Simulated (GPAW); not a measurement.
# The O K excitation threshold of MnO2 (Pnnm) under uniform strain

For each volume the threshold was computed as E(hole) − E(ground) plus the lowest empty eigenvalue of the hole cell (GPAW, LDA + U, 12-atom cell, total energies on 3×3×3 k points, the eigenvalue on 4×4×4, hole spin-polarised). The values are raw; only their change is used. The threshold is the spectrum's zero, where absorption may be weak, not the visible edge.

| volume | ln(V/V₀) | threshold (eV) |
| --- | --- | --- |
| V × 0.91 | -0.09431 | 524.384 |
| V × 0.97 | -0.03046 | ? |
| V × 1 | +0.00000 | 523.945 |
| V × 1.03 | +0.02956 | 523.803 |

Question: Fit a straight line in ln(V/V₀), give its slope, and predict the threshold at V × 0.97.

The means of the given rows are x̄ = -0.02158 and Ē = 524.044 eV. Σ(x − x̄)(E − Ē) = -0.03919 and Σ(x − x̄)² = 0.008371, so the slope is -4.68 eV, and the line passes the given rows within 0.002 eV. At x = -0.03046 it gives 524.044 + (-4.68) × (-0.00888) = 524.086 eV. The run gives 524.092 eV, a miss of -0.006 eV over a total move of -0.581 eV. The slope is the clamped-ion volume deformation potential of the lowest empty level of the hole cell on this mesh (the hole may pull it below the band edge) against the O 1s level, with the hole's relaxation included: the threshold falls by 0.047 eV for 1 % of expansion. The charged cell's image error also scales with the cell's size and isn't taken out.

[Hosts, paths, dates, database ids (printed as entryN), source tags and the programs' standing remarks are cut or masked in the printed files.]

[Lists of maxima count a maximum above −3 eV only where it reaches 4 % of the highest in the window and stands out from its surroundings by 2 % of it (1.5 % where it reaches 55 %); shoulders and weaker maxima are passed over, and of the rest the first, up to two pre-edge ones and the few strongest are named.]
